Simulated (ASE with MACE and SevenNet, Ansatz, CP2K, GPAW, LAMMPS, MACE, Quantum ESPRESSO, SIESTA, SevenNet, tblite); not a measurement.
# Amorphous 63SiO2-37Rb2O (mol %) (105 atoms) in machine-learned potentials

How do the settings of machine-learned potentials change the result for amorphous 63SiO2-37Rb2O (mol %) (105 atoms)? A plane-wave run serves as the yardstick.

Calculated with ASE with MACE and SevenNet; the method is named at each step.

### Step 1. The structure

The cell holds 105 atoms: 22 Si, 26 Rb and 57 O. Its edges and angles: a = 12.074 Å, b = 12.074 Å, c = 12.074 Å, α = 90.0°, β = 90.0°, γ = 90.0°. 105 atoms (22 Si, 26 K, 57 O) placed at random at 2.46 g/cm³, melted at 5000 K for 10 ps at fixed volume with the Morse and Coulomb pair potential with partial charges (Pedone, Malavasi, Menziani, Cormack and Segre, J. Phys. Chem. B 110, 11780 (2006)). Quenched from 5000 K to 300 K at 1000 K/ps and fixed volume, held 10 ps at zero pressure, then minimised at fixed cell. Then K was replaced by Rb and the cell scaled by 1.013 (the potential has no terms for the new elements, so the cell is a start for a DFT relaxation).

The yardstick, on the same geometry:

- method: Kohn-Sham DFT, PBE, SSSP efficiency 1.3.0 pseudopotentials, plane waves (Quantum ESPRESSO 7.5); sssp-pbe-1.3.0-efficiency, cutoffs 60/480 Ry, Γ point
- r.m.s. force component: 0.6304 eV/Å
- longest force: 2.243 eV/Å
- pressure: 5.021 GPa
- gap (highest filled to lowest empty level): 2.876 eV
- time: 12 min on 2 MPI ranks of Arm Neoverse V1, shared host
- CPU time: 24 min

### Step 2. MACE MPA-0 medium potential

Method: machine-learned interatomic potential MACE MPA-0 medium, trained on PBE(+U) plane-wave data.

The input, run.py:

```python
import numpy as np
from ase.io import read
import mlip  # loads the published weights by name

atoms = read("structure.xyz")
atoms.calc = mlip.calc("mace-mpa-0-medium")
energy = atoms.get_potential_energy()
forces = atoms.get_forces()
print(f"energy {energy:.6f} eV")
print("forces (eV/A)")
for i, (a, f) in enumerate(zip(atoms, forces)):
    print(f"{i:4d} {a.symbol:2s} {f[0]:10.5f} {f[1]:10.5f} {f[2]:10.5f}")
stress = -atoms.get_stress(voigt=False) * 160.21766
print("stress (GPa, compression positive)")
for row in stress:
    print(" ".join(f"{x:10.4f}" for x in row))
```

The input, structure.xyz:

```xyz
105
Lattice="12.07362 0.00000 0.00000 0.00000 12.07362 0.00000 0.00000 0.00000 12.07362" Properties=species:S:1:pos:R:3 pbc="T T T"
Si 0.81207 7.24586 9.76671
Si 10.47809 8.84972 3.15508
Si 9.48793 7.04266 5.68088
Si 6.47206 3.83543 11.09252
Si 4.02897 0.63302 8.06928
Si 0.36426 7.68015 6.64653
Si 7.41079 7.64562 8.17251
Si 0.34180 2.38695 5.12368
Si 2.84998 1.38702 3.23754
Si 5.92030 1.54941 4.29712
Si 6.98000 11.22436 11.28425
Si 5.22450 9.90133 8.99630
Si 9.98657 8.37318 9.95180
Si 11.02527 10.34154 7.57414
Si 8.64121 8.96128 0.64618
Si 0.66586 2.46459 10.74564
Si 7.66554 5.87961 0.96215
Si 2.80156 9.45461 10.63903
Si 3.61834 3.07672 9.88648
Si 7.05450 1.51367 1.17923
Si 2.79118 7.16231 4.46821
Si 0.81775 0.80265 7.91522
Rb 7.69911 9.94190 5.35827
Rb 11.55530 5.95326 0.42994
Rb 9.03867 3.07974 6.01653
Rb 3.38737 0.80459 0.10347
Rb 10.71123 2.93944 1.43193
Rb 1.45294 10.71546 4.86712
Rb 11.91449 0.31162 2.18967
Rb 6.03838 3.80657 7.54372
Rb 1.63513 9.13224 2.07292
Rb 9.51691 1.85668 10.79683
Rb 4.55357 4.42414 3.10690
Rb 8.54462 3.72495 3.29151
Rb 4.49187 6.52470 10.63070
Rb 3.46923 3.59528 5.90931
Rb 3.74946 6.43995 7.85341
Rb 0.72333 4.41834 8.13207
Rb 4.35870 10.90127 5.28849
Rb 11.89227 11.05400 10.95331
Rb 11.88129 5.55036 3.78097
Rb 2.34482 4.83186 0.80459
Rb 9.41670 0.03441 4.09090
Rb 7.52742 0.22276 7.60191
Rb 4.73238 10.53532 1.68717
Rb 4.66501 7.49965 1.88493
Rb 9.47224 5.04629 10.19545
Rb 6.44490 5.68257 4.97614
O 1.41672 7.39521 5.46899
O 8.60849 1.28210 1.35478
O 11.70586 3.67811 10.76182
O 5.82794 10.51178 10.36895
O 8.31389 7.59310 6.75688
O 3.33099 3.87877 8.56539
O 11.33085 10.11866 3.55158
O 2.59257 10.99182 10.55222
[... 45 atom lines left out ...]
O 1.56728 1.64298 4.27297
O 0.94343 7.18767 8.10997
O 0.24835 1.53407 6.56177
O 6.47412 6.40892 8.29989
```

Launch:

```
OMP_NUM_THREADS=1 python run.py > output.txt
```

Output:

```text
energy -667.384939 eV
forces (eV/A)
   0 Si    0.01449    1.86429   -0.37753
   1 Si    0.46622   -1.38313   -0.37646
   2 Si    0.86118    1.19053    0.25039
   3 Si    0.65720   -0.87977    0.96067
   4 Si   -0.70283    0.87621    0.89599
   5 Si   -1.00189    1.05158    0.61138
   6 Si    0.83058    0.51687    0.23840
   7 Si    0.94425    0.42244    0.04788
   8 Si    0.01957    0.41350    0.13991
   9 Si   -0.15252   -0.52746   -1.71846
  10 Si    1.28873    0.29803   -0.79428
  11 Si   -0.25053   -0.16283    1.61456
  12 Si   -0.18772    0.32771   -0.95799
  13 Si    0.26621   -1.50093   -0.18176
  14 Si   -0.12372   -0.93637   -0.57998
  15 Si   -0.05114   -0.32548   -0.69864
  16 Si    0.24436   -0.19997    0.01372
  17 Si    0.57060    0.02041   -0.32768
  18 Si   -0.07087   -1.41366   -1.55914
  19 Si    0.27674   -0.54622   -0.54089
  20 Si    0.66382    0.38440    0.14778
  21 Si    0.77362    0.74875   -0.50042
  22 Rb   -0.17174   -0.92638    0.05893
  23 Rb   -0.36547    0.89276    0.09986
[...]
97 O     0.12771   -0.68672    0.78222
  98 O     0.42597   -0.14621   -1.17943
  99 O     0.09158   -0.24514    1.07359
 100 O    -0.36483   -1.10406    0.00351
 101 O     0.10672   -0.68323    0.33338
 102 O     0.19457   -0.29502   -0.53255
 103 O    -0.33990   -0.71438    0.62863
 104 O    -0.54385   -0.93544    0.04625
stress (GPa, compression positive)
    3.3934     0.6163     0.6079
    0.6163     6.8285    -1.0754
    0.6079    -1.0754     5.0118
```

It took 10 s on 1 thread of Arm Neoverse V1, shared host; peak memory 1.1 GiB.

Banners, paths, timers and routine set-up lines are dropped from the logs unmarked, and long logs keep their key lines alone; longer cuts are marked.

Against the reference:

```
r.m.s. force component                  : 0.6218 eV/Å
r.m.s. difference of force components   : 60.67 meV/Å
longest difference of force vectors     : 215.3 meV/Å
force difference over r.m.s. force      : 9.624 %
slope of forces against the reference's : 0.9817
correlation of force components         : 0.9954
pressure                                : 5.078 GPa
pressure difference                     : 0.0566 GPa
```

Length of the force difference by element (eV/Å):

| element | atoms | mean | most |
| --- | --- | --- | --- |
| O | 57 | 0.082 | 0.17 |
| Rb | 26 | 0.091 | 0.20 |
| Si | 22 | 0.13 | 0.22 |

A closer look about Si19, which bears the longest force: 9 atoms, nearest first, numbered in the order of the input, with positions taken from that point.

| atom | x | y | z | distance (Å) | bonds | Fx | Fy | Fz (eV/Å) |
| --- | --- | --- | --- | --- | --- | --- | --- | --- |
| Si19 | 0.00 | 0.00 | 0.00 | 0.00 | 4 | -0.07 | -1.41 | -1.56 |
| O54 | -0.29 | 0.80 | -1.32 | 1.57 | 5 | 0.16 | 1.08 | -0.51 |
| O65 | 1.25 | 0.67 | 0.83 | 1.64 | 3 | -0.54 | 0.41 | 0.83 |
| O76 | -1.36 | -0.15 | 0.91 | 1.64 | 4 | 0.53 | 0.40 | 0.75 |
| O100 | 0.47 | -1.55 | -0.43 | 1.67 | 3 | 0.09 | -0.25 | 1.07 |
| Si5 | 0.41 | -2.44 | -1.82 | 3.07 | 4 | -0.70 | 0.88 | 0.90 |
| Si16 | -2.95 | -0.61 | 0.86 | 3.14 | 4 | -0.05 | -0.33 | -0.70 |
| Si4 | 2.85 | 0.76 | 1.21 | 3.19 | 4 | 0.66 | -0.88 | 0.96 |
| Rb26 | -0.23 | -2.27 | 2.29 | 3.23 | 7 | -0.01 | 0.16 | -0.36 |

Atoms are counted from 1 here, from 0 in the log.

Forces lie 9.6 % from the reference's, at 0.0066 times its CPU time (on 1 against 2 cores).

### Step 3. MACE MP-0b3 medium potential

Method: machine-learned interatomic potential MACE MP-0b3 medium, trained on PBE(+U) plane-wave data.

run.py, as its differences from that of step 2:

```diff
@@ -5,3 +5,3 @@
 atoms = read("structure.xyz")
-atoms.calc = mlip.calc("mace-mpa-0-medium")
+atoms.calc = mlip.calc("mace-mp-0b3-medium")
 energy = atoms.get_potential_energy()
```

structure.xyz is that of step 2.

Output:

```text
energy -668.638209 eV
forces (eV/A)
   0 Si   -0.13915    2.00274   -0.48402
   1 Si    0.38195   -1.31561   -0.38432
   2 Si    0.76676    1.30400    0.29931
   3 Si    0.65467   -0.80417    0.88026
   4 Si   -0.57903    0.84490    0.86756
   5 Si   -1.15980    1.13214    0.76202
   6 Si    0.89066    0.48413    0.13578
   7 Si    0.99453    0.35117    0.14150
   8 Si    0.09455    0.24655    0.03073
   9 Si   -0.03404   -0.57158   -1.69415
  10 Si    1.26906    0.26048   -0.80790
  11 Si   -0.30500   -0.06427    1.58897
  12 Si   -0.15015    0.35315   -1.00067
  13 Si    0.17825   -1.50263   -0.17285
  14 Si   -0.10170   -0.82566   -0.59339
  15 Si   -0.04678   -0.26483   -0.91597
  16 Si    0.22342   -0.20206   -0.10006
  17 Si    0.60053    0.04004   -0.47180
  18 Si    0.06784   -1.39544   -1.70249
  19 Si    0.16193   -0.64767   -0.57597
  20 Si    0.81764    0.59166    0.22137
  21 Si    0.59901    0.65949   -0.43528
  22 Rb   -0.11551   -0.85607    0.03020
  23 Rb   -0.30571    0.77882    0.14037
[...]
97 O     0.19964   -0.76993    0.80086
  98 O     0.51476   -0.17690   -1.15913
  99 O     0.03473   -0.26145    1.16853
 100 O    -0.36014   -1.09561    0.04373
 101 O     0.06729   -0.61557    0.32909
 102 O     0.24427   -0.34124   -0.51979
 103 O    -0.35777   -0.55877    0.46519
 104 O    -0.63746   -0.95441    0.00432
stress (GPa, compression positive)
    3.4620     0.6076     0.5340
    0.6076     6.5985    -1.0239
    0.5340    -1.0239     4.7982
```

Wall time 8.9 s (1 thread); peak memory 1.1 GiB.

Numbers from this run, and their distance from the reference:

```
r.m.s. force component                  : 0.6071 eV/Å
r.m.s. difference of force components   : 80.11 meV/Å
longest difference of force vectors     : 448.3 meV/Å
force difference over r.m.s. force      : 12.71 %
slope of forces against the reference's : 0.9557
correlation of force components         : 0.9923
pressure                                : 4.953 GPa
pressure difference                     : -0.0684 GPa
```

Against the first run (9.6 %), the force difference from the reference is 13 %, at 0.93 times the CPU time.

### Step 4. SevenNet l3i5 potential

Method: machine-learned interatomic potential SevenNet l3i5, trained on PBE(+U) plane-wave data.

run.py, as its differences from that of step 3:

```diff
@@ -5,3 +5,3 @@
 atoms = read("structure.xyz")
-atoms.calc = mlip.calc("mace-mp-0b3-medium")
+atoms.calc = mlip.calc("7net-l3i5")
 energy = atoms.get_potential_energy()
```

structure.xyz is that of step 3.

Output:

```text
energy -668.210999 eV
forces (eV/A)
   0 Si    0.01773    1.88890   -0.39929
   1 Si    0.59791   -1.34870   -0.50387
   2 Si    0.77090    1.13491    0.23093
   3 Si    0.63808   -0.88033    1.02393
   4 Si   -0.64961    0.91210    0.86207
   5 Si   -1.15640    1.08503    0.63481
   6 Si    0.79490    0.31096    0.12211
   7 Si    0.93901    0.39253    0.02215
   8 Si    0.13314    0.41808    0.04072
   9 Si   -0.07434   -0.40981   -1.79161
  10 Si    1.33173    0.38274   -0.76246
  11 Si   -0.24741    0.02799    1.75142
  12 Si   -0.17455    0.36146   -0.96665
  13 Si    0.12006   -1.38724   -0.18583
  14 Si   -0.19681   -0.87373   -0.50600
  15 Si   -0.07795   -0.24660   -0.88148
  16 Si    0.23500   -0.28855    0.03091
  17 Si    0.62222    0.10893   -0.35786
  18 Si   -0.02525   -1.37994   -1.63165
  19 Si    0.24426   -0.62191   -0.55379
  20 Si    0.78598    0.48918    0.24011
  21 Si    0.68116    0.64981   -0.48494
  22 Rb   -0.13591   -0.86041   -0.03632
  23 Rb   -0.35151    0.82226    0.16702
[...]
97 O     0.13710   -0.70299    0.75864
  98 O     0.49970   -0.12863   -1.16894
  99 O     0.09190   -0.24421    1.10966
 100 O    -0.36622   -1.13282    0.05121
 101 O     0.04909   -0.67915    0.32567
 102 O     0.25028   -0.35473   -0.53588
 103 O    -0.34504   -0.60075    0.50534
 104 O    -0.51443   -0.91568    0.05227
stress (GPa, compression positive)
    3.2613     0.6593     0.5609
    0.6593     6.5670    -1.0398
    0.5609    -1.0398     4.7727
```

Run time: 11 s. Hardware: 1 thread; peak memory 1.5 GiB.

Numbers from this run, and their distance from the reference:

* r.m.s. force component: 0.6127 eV/Å
* r.m.s. difference of force components: 46.92 meV/Å
* longest difference of force vectors: 192 meV/Å
* force difference over r.m.s. force: 7.443 %
* slope of forces against the reference's: 0.9695
* correlation of force components: 0.9976
* pressure: 4.867 GPa
* pressure difference: -0.1543 GPa

Against the first run (9.6 %), the force difference from the reference is 7.4 %, at 1.2 times the CPU time.

### Step 5. The ladder

Differences are against the plane-wave reference, forces as r.m.s. over components; share is that over the reference's r.m.s. force, slope the least-squares factor from reference forces to these. Total energies of different programs have different zeros and aren't compared.

| run | Δ force, r.m.s. (meV/Å) | share (%) | slope | Δ pressure (GPa) | cores | CPU time | memory (GiB) |
| --- | --- | --- | --- | --- | --- | --- | --- |
| reference | - | - | - | - | 2 | 24 min | 5.6 |
| MACE MPA-0 medium potential | 60.7 | 9.62 | 0.982 | 0.0566 | 1 | 9.6 s | 1.1 |
| MACE MP-0b3 medium potential | 80.1 | 12.7 | 0.956 | -0.0684 | 1 | 8.9 s | 1.1 |
| SevenNet l3i5 potential | 46.9 | 7.44 | 0.970 | -0.154 | 1 | 11 s | 1.5 |

Times of the machine-learned potentials are mostly Python's start and the loading of weights.

CPU time is summed over cores on a shared host, where runs went side by side, so it is rough. Symmetry, cutoffs, thresholds, outputs and thread counts weren't matched or tuned between programs; memory under MPI is the largest rank's times the ranks.

### Step 6. Results

```json
{"nearest in forces": "SevenNet l3i5 potential, 7.4 %", "its CPU time": "11 s"}
```

Machine-learned potentials differ by 7.4 % (SevenNet l3i5 potential) to 13 % (MACE MP-0b3 medium potential); they were trained on other programs' data. The reference's pressure holds the uncorrected Pulay stress of its 60 Ry basis, so small pressure differences, and their order, may be the reference's own error. Machine-learned potentials mimic data converged in k, so the reference's own k-point error enters their differences. The quench rate of 1000 K/ps is many orders above laboratory rates, so the cell is likely richer in defects and strain than a real sample. The network of bonds at the start is that of the classical potential that made the cell, and needn't be the one that DFT or experiment would give. The reference's stress is far from hydrostatic: its diagonal is 3.4, 6.7, 5.0 GPa, compression counted positive. The reference's pressure of 5.0 GPa belongs to a cell and atoms that aren't relaxed at this level. The electronic-structure runs sample only Γ, in a cell whose shortest periodic width is 12 Å.

[Also dropped from logs without a mark: logging warnings of Python, and SIESTA's first energy breakdown and zero terms.]

[Logs are printed without paths, hosts, clocks, repeated set-up lines and the standing remarks that a program may print on its own settings, such as how far it seeks lower states.]

[Hosts, paths, dates, database ids (printed as entryN), source tags and the programs' standing remarks are cut or masked in the printed files.]
